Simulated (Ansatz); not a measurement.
# LaAs (Fm-3m): phonons and vibrational spectra, part 2 of 2

How does LaAs (Fm-3m) vibrate, and is this structure a minimum?

Ansatz 0.2.0; DFT PBEsol, scalar-relativistic, plane waves, PAW; PAW set soft_1.

So far. Step 3 (Relaxing to small forces for the phonons): The forces vanish by symmetry and the pressure is 0.000 GPa, within the tolerances set. The cell now holds 28.52 Å³/atom. The relaxed cell has a = 6.110 Å (conventional setting).

## (4) Zone-centre response

The zone centre comes first: it holds the modes that light can see, as far as symmetry allows. No field response is asked, since the mesh shows no gap.

Input file input.yaml:

```yaml
crystal:
  lattice:
    - [0.0, 3.0551744597, 3.0551744597]
    - [3.0551744597, 0.0, 3.0551744597]
    - [3.0551744597, 3.0551744597, 0.0]
  atoms:
    - { symbol: La, position: [0.5, 0.5, 0.5] }
    - { symbol: As, position: [0.0, 0.0, 0.0] }
kpoints:
  mp_grid: { grid: [12, 12, 12] }
hamiltonian:
  xc: pbesol
  pseudopotentials: { kind: paw, azcp: { folder: soft_1 }, xc_functional: pbe }
scf:
  occupations: { method: methfessel_paxton, width: 0.2 }
output:
  eigenvalues: true
phonons:
  method: dfpt
```

Launch:

```bash
$ ansatz run input.yaml --threads 4 --pin off --max-ram 10240MiB --backend cpu --events-out ev --progress --plain --runs-dir out
```

Numbers of over 12 decimals in the logs are rounded to 6 here.

The log of the run:

```text
[...]
Crystal: 2 atoms, lattice volume = 57.035 Å³
Basis set: ecut = 420 eV, 1139 PW (Γ), exchange–correlation on 60×60×60 points (8 copies of the dense FFT grid, shifted against one another)
Bands: 17, of which v1, the nominal top of the filled ones, is band 13 counted from 1 (12 counted from 0)
Symmetry: 48 space group operations
k-points: 163 of 1728 (irreducible under 8 space group operations, time reversal used)
[...]
SCF iter   1: F=—  HF=-10977.926858 eV  |F-HF|=—  |Δ(HF+E_count)|=         —  Δρ=3.71e-2  dr2=1.05e0  ethr=3.10e-3  ⟨swp⟩=3.5  Hψ=10132  notcnv=0
[...]
SCF iter  10: F=-10977.573398 eV  HF=-10977.573398 eV  |F-HF|=3.64e-12  |Δ(HF+E_count)|=  9.82e-11  S|Δr|=    0.00e0  Δρ=6.11e-8  dr2=1.30e-12  ethr=1.00e-12  ⟨swp⟩=5.7  Hψ=16410  notcnv=0
SCF 1 converged in 10 iterations: F = -10977.573398 eV  dr2 = 1.30e-12
[...]
DFPT response loops at Γ: preconditioner auto → Kerker (q_TF=auto, 2.393 Å⁻¹) (partly filled bands, converged f_vac=0.000); β = 1.00, the filter's whole step (`scf.mixing.beta` (0.50) is not read by the response loops under this deck's `scf.mixing.preconditioner`; to damp them name `kerker` or `kerker_dos`, under which they read `scf.mixing.beta`, and type it under 1.00, their step now; both keys bind the ground state too); Broyden in place of MSR1
SCF converged after 10 iterations
[...]
Free energy (F): -10977.573398 eV
[...]
Internal energy: -10977.575389 eV  (E = F + TS)
E sigma→0 (E₀):  -10977.573896 eV
Entropy (-TS):   0.001991 eV (0.995 meV/atom)
Fermi energy:    9.819322 eV
[...]
--- Band table (eV; the first three rows and the last of 163) ---
  k-point 0: bands = [... 9 lower, -0.0870, 9.9573, 9.9573, 9.9573, 11.4691, 11.4691, 11.4691, 12.2405]
  k-point 1: bands = [... 9 lower, 0.0049, 9.5622, 9.7265, 9.7265, 11.4676, 11.5655, 11.5655, 12.3480]
  k-point 2: bands = [... 9 lower, 0.2546, 8.7607, 9.2530, 9.2530, 11.4745, 11.7984, 11.7984, 12.5220]
  k-point 162: bands = [... 9 lower, 0.6622, 8.0701, 8.6987, 8.6987, 11.9079, 11.9079, 12.5679, 12.5679]
--- Phonons (Γ-DFPT): 2 representative perturbations + reference, on 163 of 1728 k-points (Σ response iterations 6) ---
  k mesh reduced under 8 symmetry operations, with k and −k counted as one. Each operation leaves every solved perturbation unchanged. A smaller set is not used because it would not reduce the number of displacements times k-points to solve
  ASR residual: 4.894e-5 → 0.000e0 eV/Å²; symmetrization residual: 1.069e-6 eV/Å²
  ASR residual per site (eV/Å²): 4.89e-5 1.34e-5
  Γ frequencies (cm⁻¹): 0.00 0.00 0.00 125.72 125.72 125.72
  non-analytic LO–TO correction: not included (Born effective charges unavailable; polar crystals: no LO–TO splitting at Γ)
```

It took 14 s on 4 threads of Arm Neoverse V1, shared host; peak memory 0.86 GiB.

The column dr2 measures how far the density is from self-consistency, as an energy; F and HF (Harris–Foulkes) agree once it is small.

This step gave:

```yaml
sum_rule_residual_before_enforcement: 4.89e-5 eV/Å²
point_group: m-3m
highest_optical_mode_at_the_zone_centre_no_lo_to_term: 125.7 cm⁻¹
lowest_optical_zone_centre_mode: 125.7 cm⁻¹
```

Patterns of degenerate modes are one choice out of their space. Modes at Γ, with each element's share of the kinetic energy:

```tsv
mode	frequency (cm⁻¹)	symmetry	La %	As %
1	0.0	acoustic	65	35
2	0.0	acoustic	65	35
3	0.0	acoustic	65	35
4	125.7	T1u	35	65
5	125.7	T1u	35	65
6	125.7	T1u	35	65
```

Displacements in mode 6 (125.7 cm⁻¹), the largest set to 1:
```
La1  0.00  0.00 -0.54
As2  0.00  0.00  1.00
```

Before it was imposed, the acoustic sum rule was missed by 4.9e-5 eV/Å². Small misses are needed for a sound result but don't prove that mesh and cutoff are converged. The lowest optical mode is real, 126 cm⁻¹.

## (5) Phonons on a q mesh

Stability and thermal properties need the whole zone. Linear response on a 4×4×4 q mesh gives force constants as far as a supercell of that size would.

Edit input.yaml of step 4 so:

```diff
@@ -19 +19,8 @@
   method: dfpt
+  qmesh: [4, 4, 4]
+  temperatures: { t_max: 1000, t_step: 50 }
+  qpath:
+    path:
+      - [[0.0, 0.0, 0.0], [0.5, 0.0, 0.5], [0.625, 0.25, 0.625]]
+      - [[0.375, 0.375, 0.75], [0.0, 0.0, 0.0], [0.5, 0.5, 0.5], [0.5, 0.25, 0.75], [0.5, 0.0, 0.5]]
+    npoints: 10
```

The log of the run:

```text
[...]
Crystal: 2 atoms, lattice volume = 57.035 Å³
Basis set: ecut = 420 eV, 1139 PW (Γ), exchange–correlation on 60×60×60 points (8 copies of the dense FFT grid, shifted against one another)
Bands: 17, of which v1, the nominal top of the filled ones, is band 13 counted from 1 (12 counted from 0)
Symmetry: 48 space group operations
k-points: 72 of 1728
[...]
SCF iter   1: F=—  HF=-10977.926876 eV  |F-HF|=—  |Δ(HF+E_count)|=         —  Δρ=3.71e-2  dr2=1.05e0  ethr=3.10e-3  ⟨swp⟩=3.6  Hψ=4496  notcnv=0
[...]
SCF iter  10: F=-10977.573398 eV  HF=-10977.573398 eV  |F-HF|=1.82e-12  |Δ(HF+E_count)|=  8.91e-11  S|Δr|=    0.00e0  Δρ=6.09e-8  dr2=1.31e-12  ethr=1.00e-12  ⟨swp⟩=5.4  Hψ=7120  notcnv=0
SCF 1 converged in 10 iterations: F = -10977.573398 eV  dr2 = 1.31e-12
[...]
SCF iter   3: F=-10977.573398 eV  HF=-10977.573398 eV  |F-HF|=1.82e-12  |Δ(HF+E_count)|=    0.00e0  S|Δr|=    0.00e0  Δρ=1.05e-7  dr2=2.82e-12  ethr=1.00e-12  ⟨swp⟩=2.0  Hψ=3061  notcnv=0
SCF 2 converged in 3 iterations: F = -10977.573398 eV  dr2 = 2.82e-12
phonons: the bands overlap, so this run is a metal and interpolates without the dipole-dipole term. If the crystal is really an insulator or semiconductor, its LO-TO splitting is missing
NSCF: frozen V_eff on 72 k-points
[...]
DFPT response loops at q = (0, 0, 0) (fractional): preconditioner auto → Kerker (q_TF=auto, 2.393 Å⁻¹) (partly filled bands, converged f_vac=0.000); β = 1.00, the filter's whole step (`scf.mixing.beta` (0.50) is not read by the response loops under this deck's `scf.mixing.preconditioner`; to damp them name `kerker` or `kerker_dos`, under which they read `scf.mixing.beta`, and type it under 1.00, their step now; both keys bind the ground state too); Broyden in place of MSR1
[...]
SCF converged after 10 iterations
[...]
Free energy (F): -10977.573398 eV
[...]
Internal energy: -10977.575389 eV  (E = F + TS)
E sigma→0 (E₀):  -10977.573896 eV
Entropy (-TS):   0.001991 eV (0.995 meV/atom)
Fermi energy:    9.819322 eV
[...]
--- Band table (eV; the first three rows and the last of 72) ---
  k-point 0: bands = [... 9 lower, -0.0870, 9.9573, 9.9573, 9.9573, 11.4691, 11.4691, 11.4691, 12.2405]
  k-point 1: bands = [... 9 lower, 0.0049, 9.5622, 9.7265, 9.7265, 11.4676, 11.5655, 11.5655, 12.3480]
  k-point 2: bands = [... 9 lower, 0.2546, 8.7607, 9.2530, 9.2530, 11.4745, 11.7984, 11.7984, 12.5220]
  k-point 71: bands = [... 9 lower, 0.6622, 8.0701, 8.6987, 8.6987, 11.9079, 11.9079, 12.5679, 12.5679]
--- Phonons (Γ-DFPT): 2 representative perturbations + reference (Σ response iterations 6) ---
  ASR residual: 4.739e-5 → 0.000e0 eV/Å²; symmetrization residual: 1.260e-6 eV/Å²
  ASR residual per site (eV/Å²): 4.74e-5 1.18e-5
  Γ frequencies (cm⁻¹): 0.00 0.00 0.00 125.72 125.72 125.72
--- Phonons (arbitrary-q DFPT): 8 irreducible q on the 4×4×4 mesh ---
  q = [0.0000, 0.0000, 0.0000] (star 1, of the zone-centre solve; hermiticity 8.91e-7, symmetrization 9.66e-12): -0.00 0.00 0.00 125.72 125.72 125.72
  q = [0.0000, 0.0000, 0.2500] (star 8, 2 solved perturbations on 936 of 1728 k-point pairs; hermiticity 6.54e-8, symmetrization 2.92e-12): 66.57 66.57 95.48 139.35 139.35 188.81
[...]
q = [0.0000, 0.2500, 0.2500] (star 6, 4 solved perturbations in 1608 linear systems a pass and spin channel, the states on 510 of 1728 k-point pairs; hermiticity 3.33e-7, symmetrization 1.29e-12): 52.08 52.08 113.19 139.12 139.12 165.41
[...]
sum rule: each row above includes the acoustic sum rule's correction from the zone centre's row sums; it moved no ω² by more than (0.30 cm⁻¹)²
  mesh force constants: q→R imaginary residual 2.44e-18; ASR residual 4.739e-5 → 0.000e0 eV/Å²; symmetrization residual 2.665e-15 eV/Å²
  interpolated dispersion: 62 rows × 6 modes
  density of states and harmonic sums: on the 20×20×20 q-mesh, interpolated from the force constants of a 4×4×4 supercell (no non-analytic term)
  largest difference from the sums on the solved wave vectors: F 1.29e-2 eV, S 1.69e-5 and C_V 4.01e-6 eV/K
  zero-point energy: 0.045902 eV/cell   skipped modes (ω ≤ 0): 3   left out of the sums: 6.25e-5 of the cell's modes: C_V's classical limit lies that fraction below 3 k_B per atom; for a crystal, a wire or a layer, F and S can be off by more, and a phonons.interpolated_qmesh denser along its periods is the remedy for the sampling
```

The job ended after 6.9 min (4 threads; peak memory 4.4 GiB; 27 min of CPU time).

Numbers from this step:

```yaml
sum_rule_residual_before_enforcement: 4.74e-5 eV/Å²
lowest_frequency_on_the_path: 0 cm⁻¹
highest_frequency_on_the_path_or_at_a_solved_wavevector: 194 cm⁻¹
mean_frequency: 123.4 cm⁻¹
debye_temperature_second_moment: 237 K
logarithmic_mean_frequency: 118 cm⁻¹
lowest_mode_on_the_q_mesh_acoustic_modes_at_gamma_apart: 52.08 cm⁻¹
zero_point_energy_per_atom: 22.95 meV
heat_capacity_at_300_k: 24.18 J/(mol atoms K)
vibrational_entropy_at_300_k: 39.53 J/(mol atoms K)
```

Frequencies (cm⁻¹) solved at each irreducible wavevector; negative means imaginary. Frequencies by wavevector, by row:

```tsv
q in reciprocal lattice units	star	mode 1	mode 2	mode 3	mode 4	mode 5	mode 6
0 0 0	1	0	0	0	125.7	125.7	125.7
0 0 0.25	8	66.6	66.6	95.5	139.3	139.3	188.8
0 0 -0.5	4	99.3	99.3	136.1	136.1	160.5	168.6
0 0.25 0.25	6	52.1	52.1	113.2	139.1	139.1	165.4
0 0.25 -0.5	24	90	101.4	122.4	137.5	148.4	164
0 0.25 -0.25	12	75.3	99.6	136.8	137.2	150.8	167.9
0 -0.5 -0.5	3	77.7	77.7	111.6	133.7	133.7	152.3
0.25 -0.5 -0.25	6	95.7	95.7	125.4	148	150.9	150.9
```

Interpolated from a 4×4×4 q mesh. The phonon branches at the labelled points (cm⁻¹):

```tsv
point	branch 1	branch 2	branch 3	branch 4	branch 5	branch 6
Γ	0	0	0	126	126	126
halfway	52	52	113	139	139	165
X	78	78	112	134	134	152
halfway	84	90	109	135	144	152
U	96	102	115	137	152	158
jump to K	96	102	115	137	152	158
halfway	61	83	113	138	149	181
Γ	0	0	0	126	126	126
halfway	67	67	96	139	139	189
L	99	99	136	136	160	169
halfway	100	101	130	138	154	163
W	96	96	125	148	151	151
halfway	85	102	107	143	144	152
X	78	78	112	134	134	152
```

The phonon branches as a text plot (rows in cm⁻¹):

```
    190 |                                   ****
    182 |                       **
    174 |                      *           *    *
    166 |    ***             **   **      *      ******
    158 |   *   *        ****                    ********
    150 |        *****************  *           *      **********
    141 |  * ****      *    ***** **     *  ****      ***    **
    133 | ***    **************  *****  ****   ********        **
    125 |**     ****       *   *     ****     *        *****
    117 |      *    *     *                                 *
    109 |            *****  *   *            *               ****
    101 |    **         **** **                 *********  ***
     93 |              * ***   * *          *  *         **** *
     85 |              **   *   *             *              ***
     77 |   *     *****      **   **       * *                 **
     69 |        *             * *          *
     61 |       *               *         *
     53 |  *   *                 ****      *
     44 |    **                   **     **
     36 |   *                       *
     28 | **                        **   *
     20 |                            *  *
     12 | *                          *  *
      4 |*                            **
         Γ           X  U|K            Γ         L        W     X
```

Tetrahedra on a 20×20×20 mesh, mean over bins of 2 cm-1. Interpolated from a 4×4×4 q mesh. Table of phonon density of states by wavenumber; read off at these points:

wavenumber (cm⁻¹), phonon density of states (1/cm⁻¹/cell) and a bar:
```
      1.0      0.000 
      7.0      0.000 
     11.0      0.000 
     17.0      0.001 
     21.0      0.001 
     27.0      0.002 
     33.0      0.003 
     37.0      0.003 
     43.0      0.005 #
     49.0      0.008 #
     53.0      0.010 #
     59.0      0.013 ##
     63.0      0.016 ##
     69.0      0.021 ###
     75.0      0.028 ####
     79.0      0.037 #####
     85.0      0.042 #####
     91.0      0.049 ######
     95.0      0.059 ########
    101.0      0.081 ##########
    103.0      0.097 ############
    105.0      0.036 #####
    111.0      0.017 ##
    117.0      0.020 ###
    121.0      0.027 ###
    127.0      0.056 #######
    133.0      0.045 ######
    137.0      0.157 ####################
    139.0      0.235 ##############################
    143.0      0.096 ############
    147.0      0.061 ########
    151.0      0.140 ##################
    153.0      0.068 #########
    159.0      0.036 #####
    163.0      0.034 ####
    169.0      0.028 ####
    175.0      0.021 ###
    179.0      0.019 ##
    185.0      0.011 #
    189.0      0.007 #
    195.0      0.000
```

The partial phonon density of states has structure finer than the step of the table below, so its rows give means over 5 cm⁻¹, whole bins alone (the curve runs from -10 to 210 cm⁻¹). Peaks (cm⁻¹: height): As 139.1: 0.126; La 101.8: 0.0662, 125.3: 0.0331, 139.1: 0.0419, 151.5: 0.0355.

Phonopy on the run's constants, 17x17x17 mesh, Gaussian sigma 2.0 cm-1. Interpolated from a 4×4×4 q mesh. The partial phonon density of states by wavenumber; means over each step; values in 1/cm⁻¹/cell:

```tsv
wavenumber (cm⁻¹)	As	La
-5	3.8e-6	9.8e-6
0	3.2e-5	5.9e-5
5	5.3e-6	7.9e-6
10	6.4e-6	1.4e-5
15	2.0e-4	3.9e-4
20	2.4e-4	4.6e-4
25	3.7e-4	7.0e-4
30	8.5e-4	0.00166
35	9.2e-4	0.00181
40	0.00142	0.00285
45	0.00212	0.00438
50	0.00285	0.00590
55	0.00347	0.00746
60	0.00450	0.00982
65	0.00551	0.0122
70	0.00690	0.0158
75	0.00849	0.0195
80	0.0112	0.0262
85	0.0117	0.0299
90	0.0121	0.0355
95	0.0117	0.0445
100	0.0111	0.0606
105	0.00695	0.0414
110	0.00505	0.0127
115	0.00571	0.0129
120	0.00740	0.0180
125	0.0132	0.0307
130	0.0225	0.0242
135	0.0728	0.0261
140	0.109	0.0388
145	0.0579	0.0265
150	0.0552	0.0315
155	0.0351	0.0187
160	0.0305	0.00838
165	0.0255	0.00576
170	0.0199	0.00647
175	0.0137	0.00581
180	0.0120	0.00585
185	0.00701	0.00371
190	0.00395	0.00221
195	9.3e-4	5.4e-4
200	1.8e-5	1.0e-5
205	0	0
```

Second derivatives of the energy by pair, one row for each kind of neighbour of each atom listed. Each entry sums the pair over the periodic images of the supercell that the q mesh stands for, and in a polar crystal it holds the long-range dipole part too. Force constants by pair, by row:

```tsv
atom	neighbour	distance (Å)	third of the trace (eV/Å²)	along the pair's line (eV/Å²)
La1	itself	0	6.843	–
La1	As	3.055	-0.7093	-1.408
La1	La	4.321	-0.188	-0.9747
La1	As	5.292	-0.0145	0.0862
La1	La	6.11	-0.1837	-0.5629
La1	As	6.832	0.0504	0.1718
La1	La	7.484	0.0014	-0.0251
As2	itself	0	5.311	–
As2	La	3.055	-0.7093	-1.408
As2	As	4.321	-0.0497	-0.401
As2	La	5.292	-0.0145	0.0862
As2	As	6.11	-0.1743	-0.4592
As2	La	6.832	0.0504	0.1718
As2	As	7.484	-0.0033	-0.0306
```

Harmonic thermodynamic functions per atom, from the density of states. Interpolated from a 4×4×4 q mesh. Thermodynamic functions, by row:

```tsv
T (K)	F_vib (meV/atom)	S (J/mol-atom/K)	C_V (J/mol-atom/K)
0	22.95	0	0
50	22.3	4.568	10.09
100	17.21	14.93	19.14
200	-6.67	29.89	23.27
300	-42.94	39.53	24.18
400	-87.71	46.54	24.51
500	-138.9	52.02	24.66
600	-195.2	56.53	24.75
700	-255.8	60.35	24.8
800	-320.1	63.66	24.83
900	-387.6	66.59	24.86
1000	-458.1	69.21	24.87
```

Harmonic mean-square displacement, third of the trace. Interpolated from a 4×4×4 q mesh. Mean square displacements, by row:

```tsv
T (K)	La1 U_eq (Å²)	As2 U_eq (Å²)
0	0.00121	0.0018
100	0.00225	0.00285
300	0.00602	0.0072
600	0.0119	0.01414
```

Symmetry leaves 8 wavevectors to solve. The lowest mode among them, the acoustic zeros apart, lies at q = (0, 0.25, 0.25) and is real, 52.1 cm⁻¹.

## (6) Results

| Quantity | Value |
| --- | --- |
| space group after relaxation (within 0.01 Å) | Fm-3m |
| volume per atom | 28.5 Å³ |
| electronic character | no gap on this mesh |
| highest optical mode at the zone centre (no LO-TO term) | 126 cm⁻¹ |
| lowest optical zone-centre mode | 126 cm⁻¹ |
| lowest mode on the q mesh (acoustic modes at Γ apart) | 52.1 cm⁻¹ |
| highest frequency on the path or at a solved wavevector | 194 cm⁻¹ |
| zero-point energy per atom | 22.9 meV |
| heat capacity at 300 K | 24.2 J/(mol atoms K) |
| vibrational entropy at 300 K | 39.5 J/(mol atoms K) |
| Debye temperature (second moment) | 237 K |
| imaginary modes on the 4×4×4 q mesh | none |

The structure is a minimum as far as tested: no mode is imaginary at the 8 irreducible wavevectors of the 4×4×4 mesh, and the softest away from the acoustic zeros lies at 52 cm⁻¹. The optical modes at Γ form one degenerate level at 126 cm⁻¹. The highest mode in this list at Γ, 125.7 cm⁻¹, has its largest share on As (65 % of the kinetic energy). With no gap, or one that is small against the smearing, the frequencies hang on the k mesh and the smearing, most of all near Kohn anomalies. A semilocal functional can close a gap that the real compound would have, so the metallic treatment may be an artefact of the level. Spin-orbit coupling is left out, which can matter for the heavy elements here. The PAW files were made for PBE and serve the other functionals too. A phonon run warned that its eigensolver left some bands unconverged in a pass. These are harmonic frequencies at zero temperature: anharmonic shifts, linewidths and thermal expansion are left out.

[Logs are printed without paths, hosts, clocks, repeated set-up lines and the standing remarks that a program may print on its own settings, such as how far it seeks lower states.]

[Hosts, paths, dates, database ids (printed as entryN), source tags and the programs' standing remarks are cut or masked in the printed files.]
